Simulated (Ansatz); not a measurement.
**NbH (I4/mmm): a soft mode frozen in**

Wanted: the energy along a soft mode of NbH (I4/mmm) and the structure at the end.

Program: Ansatz 0.2.0. Level of theory: DFT PBEsol, scalar-relativistic, plane waves, norm-conserving pseudopotentials. Results are calculated unless marked as measured.

**1. The structure**

It takes space group I4/mmm (No. 139, tetragonal). Conventional cell: a = 3.166 Å, b = 3.166 Å, c = 3.930 Å, α = 90.00°, β = 90.00°, γ = 90.00°. Nearest to Nb lie 6 H at 1.97 to 2.24 Å. Nearest to H lie 6 Nb at 1.97 to 2.24 Å. Farther neighbours are not listed.

**2. The dispersion**

The cell comes from relaxations at this level that are not shown. Stability and thermal properties need the whole zone. Linear response on a 2×2×2 q mesh gives force constants as far as a supercell of that size would.

input.yaml reads:

```yaml
crystal:
  lattice:
    - [-1.5831013608, 1.5831013608, 1.9651695099]
    - [1.5831013608, -1.5831013608, 1.9651695099]
    - [1.5831013608, 1.5831013608, -1.9651695099]
  atoms:
    - { symbol: Nb, position: [0.0, 0.0, 0.0] }
    - { symbol: H, position: [0.5, 0.5, 0.0] }
kpoints:
  mp_grid: { grid: [16, 16, 16] }
hamiltonian:
  xc: pbesol
  pseudopotentials: { kind: nc }
scf:
  occupations: { method: methfessel_paxton, width: 0.15 }
output:
  eigenvalues: true
phonons:
  method: dfpt
  qmesh: [2, 2, 2]
  temperatures: { t_max: 1000, t_step: 50 }
  qpath:
    path:
      - [[0.0, 0.0, 0.0], [0.0, 0.0, 0.5], [0.25, 0.25, 0.25], [0.0, 0.5, 0.0], [0.0, 0.0, 0.0], [0.5, 0.5, -0.5], [0.41223981, 0.58776019, -0.41223981]]
      - [[-0.41223981, 0.41223981, 0.41223981], [0.0, 0.0, 0.0]]
      - [[0.0, 0.0, 0.5], [-0.32447961, 0.32447961, 0.5]]
      - [[0.5, 0.5, -0.32447961], [0.5, 0.5, -0.5]]
    npoints: 10
```

On the command line:

```sh
$ ansatz run input.yaml --threads 4 --pin off --max-ram 7168MiB --backend cpu --events-out ev --progress --plain --runs-dir out
```

Numbers of over 12 decimals in the logs are rounded to 6 here.

What it wrote:

```text
Engine: ansatz 0.2.0, aarch64-unknown-linux-gnu
Pseudopotentials: kind: nc
Pseudopotential: Nb, nc, valence charge 13, recommended cutoff 1115.666836 eV (normal), Nb.nc.azcp (PseudoDojo's, or run here from an input of PseudoDojo's: the run reads no file of this project's for it)
Pseudopotential: H, nc, valence charge 1, recommended cutoff 979.609905 eV (normal), H.nc.azcp (PseudoDojo's, or run here from an input of PseudoDojo's: the run reads no file of this project's for it)
Functional definition: PBEsol
  exchange = pbesol_x
  correlation = pbesol_c
Crystal: 2 atoms, lattice volume = 19.701 Å³
Basis set: ecut = 1115.666836 eV, 1659 PW (Γ), exchange–correlation on 72×72×72 points (8 copies of the dense FFT grid, shifted against one another)
Bands: 11, of which v1, the nominal top of the filled ones, is band 7 counted from 1 (6 counted from 0)
Symmetry: 16 space group operations
k-points: 349 of 4096
Non-local potential: Nb, projectors of the file, l = 0: 2, l = 1: 2, l = 2: 2
Non-local potential: H, projectors of the file, l = 0: 2, l = 1: 1
Initial density: superposition of atomic densities (chi_scale 0.1, normalization cell, long waves kept (reshape's long-wave potential 0.00 eV rms))
Initial wavefunctions: pseudopotential atomic-orbital guess
Functional: x = pbesol(κ = 0.804, μ = 0.123457), c = pbesol(β = 0.046)
SCF iter   1: F=—  HF=-1710.868605 eV  |F-HF|=—  |Δ(HF+E_count)|=         —  Δρ=1.01e-1  dr2=2.23e0  ethr=3.10e-3  ⟨swp⟩=5.9  Hψ=27027  notcnv=0
preconditioner: auto → none  [metal: Δε(μ)=0.017 eV  Ē_g=8.238 eV  σ=0.150 eV  W_gap=0.10  n_scr=8 (ndim 8)  ℏωp=20.5 eV  f_vac=0.000  D(μ)=1.02/eV (n_scr^D=12)  sad-step TF]
SCF iter   2: F=—  HF=-1710.227765 eV  |F-HF|=—  |Δ(HF+E_count)|=   6.41e-1  S|Δr|=    0.00e0  Δρ=5.35e-2  dr2=6.16e-1  ethr=3.10e-3  ⟨swp⟩=3.6  Hψ=10129  notcnv=0  defer=14
SCF iter   3: F=—  HF=-1709.998642 eV  |F-HF|=—  |Δ(HF+E_count)|=   2.29e-1  S|Δr|=    0.00e0  Δρ=4.72e-3  dr2=1.60e-3  ethr=3.10e-3  ⟨swp⟩=4.0  Hψ=8286  notcnv=0  defer=16
SCF iter   4: F=—  HF=-1709.999157 eV  |F-HF|=—  |Δ(HF+E_count)|=   5.15e-4  S|Δr|=    0.00e0  Δρ=7.33e-4  dr2=7.24e-5  ethr=1.15e-5  ⟨swp⟩=2.1  Hψ=8449  notcnv=0  defer=13
SCF iter   5: F=—  HF=-1709.999129 eV  |F-HF|=—  |Δ(HF+E_count)|=   2.79e-5  S|Δr|=    0.00e0  Δρ=1.80e-4  dr2=1.50e-6  ethr=5.17e-7  ⟨swp⟩=2.6  Hψ=6035  notcnv=0  defer=13
SCF iter   6: F=—  HF=-1709.999129 eV  |F-HF|=—  |Δ(HF+E_count)|=   6.96e-7  S|Δr|=    0.00e0  Δρ=2.25e-5  dr2=5.70e-8  ethr=1.07e-8  ⟨swp⟩=2.5  Hψ=6326  notcnv=0  defer=13
SCF iter   7: F=—  HF=-1709.999129 eV  |F-HF|=—  |Δ(HF+E_count)|=   1.85e-8  S|Δr|=    0.00e0  Δρ=1.66e-6  dr2=2.10e-10  ethr=4.07e-10  ⟨swp⟩=2.2  Hψ=6015  notcnv=0  defer=13
SCF iter   8: F=-1709.999129 eV  HF=-1709.999129 eV  |F-HF|=2.96e-12  |Δ(HF+E_count)|=  8.64e-12  S|Δr|=    0.00e0  Δρ=1.66e-7  dr2=3.97e-12  ethr=1.00e-12  ⟨swp⟩=10.4  Hψ=27680  notcnv=0
SCF 1 converged in 8 iterations: F = -1709.999129 eV  dr2 = 3.97e-12
Initial density: read from a saved state, or passed on in memory by an earlier SCF of this step, an earlier step, the calling program or the single point that the run made first
iter 1 solved again at ethr=5.29e-9 eV; its pass at ethr=3.10e-3 eV (dr2=7.41e-7 eV) is discarded
SCF iter   1: F=—  HF=-1709.999130 eV  |F-HF|=—  |Δ(HF+E_count)|=         —  Δρ=1.89e-7  dr2=5.65e-12  ethr=5.29e-9  ⟨swp⟩=5.9  Hψ=45115  notcnv=0
eigensolver tolerance schedule: the retry pair's looser diagonalisation over-reported the residual by 131147.79 of it (diagonalisation noise at 0.29 of the residual, at the tolerance the schedule requests for it); recorded, not acted on — ethr = c·dr2/N_el stays at c = 1.0e-1
preconditioner: auto → none  [metal: Δε(μ)=0.007 eV  Ē_g=7.624 eV  σ=0.150 eV  W_gap=0.04  n_scr=8 (ndim 8)  ℏωp=20.5 eV  f_vac=0.000  D(μ)=1.15/eV (n_scr^D=14)]
SCF iter   2: F=-1709.999129 eV  HF=-1709.999129 eV  |F-HF|=0.00e0  |Δ(HF+E_count)|=   8.70e-8  S|Δr|=    0.00e0  Δρ=8.05e-8  dr2=3.85e-13  ethr=1.00e-12  ⟨swp⟩=7.9  Hψ=19704  notcnv=0
SCF 2 converged in 2 iterations: F = -1709.999129 eV  dr2 = 3.85e-13
phonons: the bands overlap, so this run is a metal and interpolates without the dipole-dipole term. If the crystal is really an insulator or semiconductor, its LO-TO splitting is missing
NSCF: frozen V_eff on 349 k-points
NSCF: frozen V_eff on 621 k-points
DFPT response loops at q = (0, 0, 0) (fractional): preconditioner auto → Kerker (q_TF=auto, 2.577 Å⁻¹) (partly filled bands, converged f_vac=0.000); β = 1.00, the filter's whole step (`scf.mixing.beta` (0.50) is not read by the response loops under this deck's `scf.mixing.preconditioner`; to damp them name `kerker` or `kerker_dos`, under which they read `scf.mixing.beta`, and type it under 1.00, their step now; both keys bind the ground state too); Broyden in place of MSR1
NSCF: frozen V_eff on 2196 k-points
DFPT response loops at q = (0, 0, -0.5) (fractional): mixed as the last ones told, above
NSCF: frozen V_eff on 2196 k-points
DFPT response loops at q = (0, -0.5, 0) (fractional): mixed as the last ones told, above
NSCF: frozen V_eff on 1242 k-points
DFPT response loops at q = (-0.5, -0.5, -0.5) (fractional): mixed as the last ones told, above
SCF converged after 8 iterations
Stability not checked: this state was not tested for a lower state beside it, because cold or Methfessel-Paxton smearing, or corrected tetrahedra, fill the levels in a way that the test cannot read (fill_not_monotonic; see scf.lower_state_search)
Free energy (F): -1709.999129 eV
Harris-Foulkes:  -1709.999129 eV  (|F-HF|=2.96e-12)
Internal energy: -1709.998293 eV  (E = F + TS)
E sigma→0 (E₀):  -1709.998920 eV
Entropy (-TS):   -0.000837 eV (-0.418 meV/atom)
Fermi energy:    17.762814 eV
--- Per-component energies (eV) ---
  E_band       = -68.662122
  E_kinetic    = 509.856074
  E_local      = -915.016059  (includes V_loc(G=0)·N_el)
  E_nonlocal   = 209.362756
  E_hartree    = 204.586404
  E_xc         = -363.796216
  E_vxc        = -282.037652  (∫ρ·V_xc dr)
  E_ewald      = -1354.991251
  E_smearing   = -0.000837  (= −TS)
  E_closure    = 0.000000  (closes the sum)
  Σ components = -1709.999129   (vs F -1709.999129, Δ=0.00e0)
--- Band table (eV; the first three rows and the last of 349) ---
  k-point 0: bands = [... 3 lower, -12.7402, 7.9898, 17.0291, 17.0291, 18.3946, 18.7659, 19.7125, 27.9852]
  k-point 1: bands = [... 3 lower, -12.7477, 8.1315, 16.8837, 17.1656, 18.4594, 18.6060, 19.5992, 27.5403]
  k-point 2: bands = [... 3 lower, -12.7690, 8.5194, 16.4991, 17.5697, 18.0024, 18.6566, 19.5851, 27.1317]
  k-point 348: bands = [... 3 lower, -13.2770, 9.3612, 13.9241, 21.5885, 21.6410, 22.3247, 22.3247, 25.6910]
--- Phonons (Γ-DFPT): 4 representative perturbations + reference (Σ response iterations 11) ---
  ASR residual: 4.267e-4 → 0.000e0 eV/Å²; symmetrization residual: 7.331e-7 eV/Å²
  ASR residual per site (eV/Å²): 4.27e-4 2.35e-5
  Γ frequencies (cm⁻¹): 0.00 0.00 0.00 259.14 259.14 1606.76
--- Phonons (arbitrary-q DFPT): 4 irreducible q on the 2×2×2 mesh ---
  q = [0.0000, 0.0000, 0.0000] (star 1, of the zone-centre solve; hermiticity 1.55e-7, symmetrization 2.05e-16): -0.00 -0.00 0.00 259.14 259.14 1606.76
  q = [0.0000, 0.0000, -0.5000] (star 2, 4 solved perturbations in 3438 linear systems a pass and spin channel, the states on 1098 of 4096 k-point pairs; hermiticity 4.85e-8, symmetrization 5.59e-14, the responses' own estimated error 1.3e-5 eV/Å²): 116.54 154.09 240.86 326.79 384.11 1630.66
  q = [0.0000, -0.5000, 0.0000] (star 4, 6 solved perturbations on 1098 of 4096 k-point pairs; hermiticity 2.99e-8, symmetrization 3.85e-14, the responses' own estimated error 1.3e-5 eV/Å²): -126.66 127.29 144.70 201.79 265.56 1678.72
  q = [-0.5000, -0.5000, -0.5000] (star 1, 4 solved perturbations in 1940 linear systems a pass and spin channel, the states on 621 of 4096 k-point pairs; hermiticity 4.65e-8, symmetrization 1.35e-13, the responses' own estimated error 1.3e-5 eV/Å²): 167.85 175.57 175.57 373.98 373.98 1628.52
  sum rule: each row above includes the acoustic sum rule's correction from the zone centre's row sums; it moved no ω² by more than (2.52 cm⁻¹)²
  mesh force constants: q→R imaginary residual 1.72e-47; ASR residual 4.267e-4 → 0.000e0 eV/Å²; symmetrization residual 3.553e-15 eV/Å²
  interpolated dispersion: 94 rows × 6 modes
  density of states and harmonic sums: on the 26×26×28 q-mesh, interpolated from the force constants of a 2×2×2 supercell (no non-analytic term)
  largest difference from the sums on the solved wave vectors: F 1.32e-1 eV, S 1.98e-4 and C_V 6.74e-5 eV/K
  zero-point energy: 0.162017 eV/cell   skipped modes (ω ≤ 0): 423, of them read as no rigid motion or as one in doubt: 420 (9.827e-2 modes/cell left out, lowest -126.66 cm⁻¹)   left out of the sums: 1.64e-2 of the cell's modes: C_V's classical limit lies that fraction below 3 k_B per atom; for a crystal, a wire or a layer, F and S can be off by more, and a phonons.interpolated_qmesh denser along its periods is the remedy for the sampling
```

It took 6.5 min on 4 threads of Arm Neoverse N1, shared host; peak memory 2.1 GiB.

This step gave:

* volume per atom: 9.850 Å³
* gap on the k-mesh: 0 eV
* sum-rule residual before enforcement: 4.27e-4 eV/Å²
* lowest frequency on the path: -126.7 cm⁻¹
* point group: 4/mmm
* highest frequency on the path or at a solved wavevector: 1686 cm⁻¹
* highest optical mode at the zone centre (no LO-TO term): 1607 cm⁻¹
* lowest optical zone-centre mode: 259.1 cm⁻¹
* lowest mode on the q mesh (acoustic modes at Γ apart): -126.7 cm⁻¹

Frequencies (cm⁻¹) solved at each irreducible wavevector; negative means imaginary. Frequencies by wavevector, by row:

```csv
q in reciprocal lattice units,star,mode 1,mode 2,mode 3,mode 4,mode 5,mode 6
0 0 0,1,0,0,0,259.1,259.1,1607
0 0 -0.5,2,116.5,154.1,240.9,326.8,384.1,1631
0 -0.5 0,4,-126.7,127.3,144.7,201.8,265.6,1679
-0.5 -0.5 -0.5,1,167.8,175.6,175.6,374,374,1628
```

Interpolated from a 2×2×2 q mesh, rough between the solved points. Phonon branches along the path, in cm⁻¹:

```
     point  branch 1  branch 2  branch 3  branch 4  branch 5  branch 6
         Γ         0         0         0       259       259      1607
   halfway        86       118       183       292       321      1619
         X       116       154       241       327       384      1631
   halfway       154       177       220       250       313      1658
         P       138       138       183       231       231      1686
   halfway        41       160       166       193       252      1682
         N      -127       127       145       202       266      1679
   halfway        92       107       159       189       232      1643
         Γ         0         0         0       259       259      1607
   halfway        46        46       146       146       197      1672
         M       168       176       176       374       374      1628
   halfway       166       173       181       370       376      1629
         S       161       166       195       359       380      1629
jump to S0       161       166       195       359       380      1629
   halfway        89       103       210       275       358      1621
         Γ         0         0         0       259       259      1607
 jump to X       116       154       241       327       384      1631
   halfway       131       161       231       338       379      1630
         R       156       172       201       361       374      1629
jump to G′       156       172       201       361       374      1629
   halfway       165       175       183       370       374      1629
         M       168       176       176       374       374      1628
```

The phonon branches as a text plot (rows in cm⁻¹; labels by their first letter):

```
   1648 |  ***********************  ******************   ********
   1573 |**                       **                  ***
   1497 |
   1421 |
   1346 |
   1270 |
   1195 |
   1119 |
   1044 |
    968 |
    893 |
    817 |
    742 |
    666 |
    591 |
    515 |
    440 |
    364 |     *****                         *********    ********
    289 |******** ***    *****    **       *    *********
    213 |    *********************  ** **************    ********
    138 |  ***********************   *************** **  ********
     62 |*****          *     ***** *** *          *****
    -13 |*                        **   *               **
    -89 |                *****
         Γ       X    P    N       Γ        MS|S       Γ|X   R|GM
```

Symmetry leaves 4 wavevectors to solve. The lowest mode among them, the acoustic zeros apart, lies at q = (0, -0.5, 0) and is imaginary, 126.7i cm⁻¹, so the energy falls along it.

**3. The mode frozen in, largest atomic shift 0 Å**

The mode followed lies at q = (0, -0.5, 0) with frequency 126.7i cm⁻¹, the softest among the wavevectors solved. At small amplitude the distorted cell has space group no. 15 by a symmetry search on the positions. The undistorted cell that holds it gives the zero of energy on the same k mesh.

System of this step: NbH. Symmetry: I4/mmm, No. 139, tetragonal system. The conventional cell has a = 3.166 Å, b = 3.166 Å, c = 3.930 Å, α = 90.00°, β = 90.00°, γ = 90.00°. Nearest to Nb lie 6 H at 1.97 to 2.24 Å. Nearest to H lie 6 Nb at 1.97 to 2.24 Å. Farther neighbours are not listed.

input.yaml, the sections that differ from step 2:

```yaml
crystal:
  lattice:
    - [1.5831013608, -1.5831013608, -1.9651695099]
    - [-1.5831013608, -1.5831013608, 1.9651695099]
    - [-3.1662027215, 0.0, -3.9303390198]
  atoms:
    - { symbol: Nb, position: [0.5, 0.5, 0.5] }
    - { symbol: Nb, position: [1.0, 0.0, 1.0] }
    - { symbol: H, position: [0.25, 0.75, 0.25] }
    - { symbol: H, position: [0.75, 0.25, 0.75] }
kpoints:
  mp_grid: { grid: [14, 14, 8] }
output:
  forces: true
  stress: true
  eigenvalues: true
# hamiltonian, scf: as in step 2
# phonons: removed
```

What it wrote:

```text
[...]
Crystal: 4 atoms, lattice volume = 39.401 Å³
Basis set: ecut = 1115.666836 eV, 3329 PW (Γ), exchange–correlation on 72×72×120 points (8 copies of the dense FFT grid, shifted against one another)
Bands: 18, of which v1, the nominal top of the filled ones, is band 14 counted from 1 (13 counted from 0)
Symmetry: 8 space group operations
[...]
k-points: 429 of 1568
[...]
--- Band table (eV; the first three rows and the last of 429) ---
  k-point 0: bands = [... 10 lower, 13.2320, 16.1103, 17.0308, 17.0308, 17.6205, 18.3979, 18.7700, 19.7151]
  k-point 1: bands = [... 10 lower, 13.8106, 16.1664, 16.9980, 17.0834, 17.6962, 18.3611, 18.7354, 19.6341]
  k-point 2: bands = [... 10 lower, 14.4926, 16.3286, 16.8277, 17.1669, 17.8846, 18.3030, 18.7325, 19.4914]
  k-point 428: bands = [... 10 lower, 14.6441, 14.6441, 17.5967, 17.5967, 18.1244, 18.1244, 21.8697, 21.8697]
[key lines of the parts left out:]
SCF converged after 6 iterations
Free energy (F): -3419.992546 eV
Fermi energy:    17.773106 eV
P = ⅓ Tr σ = -0.1439 GPa (-1.439 kbar)
```

Wall time 26 s (4 threads); peak memory 0.97 GiB.

This step gave:

```yaml
pressure: -0.1439 GPa
energy_from_the_undistorted_cell: 0 meV/atom
```

The run ends at a pressure of -0.14 GPa.

**4. The mode frozen in, largest atomic shift 0.14 Å**

The atoms are moved along the unstable eigenvector, the largest shift by 0.14 Å, with the cell fixed.

Edit input.yaml of step 3 so:

```diff
@@ -8,4 +8,4 @@
     - { symbol: Nb, position: [1.0, 0.0, 1.0] }
-    - { symbol: H, position: [0.25, 0.75, 0.25] }
-    - { symbol: H, position: [0.75, 0.25, 0.75] }
+    - { symbol: H, position: [0.2057829955, 0.7057829955, 0.25] }
+    - { symbol: H, position: [0.7942170045, 0.2942170045, 0.75] }
 kpoints:
```

What it wrote:

```text
[...]
Crystal: 4 atoms, lattice volume = 39.401 Å³
Basis set: ecut = 1115.666836 eV, 3329 PW (Γ), exchange–correlation on 72×72×120 points (8 copies of the dense FFT grid, shifted against one another)
Bands: 18, of which v1, the nominal top of the filled ones, is band 14 counted from 1 (13 counted from 0)
Symmetry: 4 space group operations
[...]
k-points: 429 of 1568
[...]
--- Band table (eV; the first three rows and the last of 429) ---
  k-point 0: bands = [... 10 lower, 13.2300, 16.0546, 17.0036, 17.0264, 17.6413, 18.3846, 18.7512, 19.7638]
  k-point 1: bands = [... 10 lower, 13.8110, 16.1122, 16.9929, 17.0594, 17.7126, 18.3478, 18.7184, 19.6815]
  k-point 2: bands = [... 10 lower, 14.4886, 16.2761, 16.8233, 17.1507, 17.8904, 18.2945, 18.7171, 19.5304]
  k-point 428: bands = [... 10 lower, 14.6275, 14.6275, 17.5883, 17.5883, 18.0932, 18.0932, 21.8952, 21.8952]
[key lines of the parts left out:]
SCF converged after 6 iterations
Free energy (F): -3419.993179 eV
Fermi energy:    17.765497 eV
P = ⅓ Tr σ = 0.2275 GPa (2.275 kbar)
```

Wall time 29 s (4 threads); peak memory 0.98 GiB; 98 s of CPU time.

Numbers from this step:

* pressure: 0.2275 GPa
* energy from the undistorted cell: -0.162 meV/atom

The energy, extrapolated to zero smearing, is -0.16 meV/atom against the undistorted cell.

The run ends at a pressure of 0.23 GPa, with forces up to 0.0037 eV/Å.

**5. Energy along the mode, all amplitudes (two of the runs are shown above)**

An imaginary frequency means negative curvature, so the energy should fall and then rise again as anharmonic terms take over.

This step gave:

```
depth at the lowest point sampled  : 0.162 meV/atom
largest atomic shift at that point : 0.14 Å
```

Table of energy from the parent by largest atomic shift:

```
largest atomic shift (Å)  energy from the parent (meV/atom)
                   0.000                                  0
                   0.040                             -0.036
                   0.080                             -0.119
                   0.140                             -0.162
                   0.220                              0.626
                   0.320                               5.16
```

Displacement at unit largest shift by atom:

| atom | x (Å) | y (Å) | z (Å) | size |
| --- | --- | --- | --- | --- |
| Nb1 | 0.00 | 0.00 | 0.00 | 0.00 |
| Nb2 | 0.00 | 0.00 | 0.00 | 0.00 |
| H3 | 0.00 | 1.00 | 0.00 | 1.00 |
| H4 | 0.00 | -1.00 | 0.00 | 1.00 |

The lowest of the steps tried is at 0.14 Å, 0.162 meV/atom below the parent; the bottom of the well need not coincide with a step.

(Part 1 of 2 ends here.)

[Logs are printed without paths, hosts, clocks, repeated set-up lines and the standing remarks that a program may print on its own settings, such as how far it seeks lower states.]

[Hosts, paths, dates, database ids (printed as entryN), source tags and the programs' standing remarks are cut or masked in the printed files.]
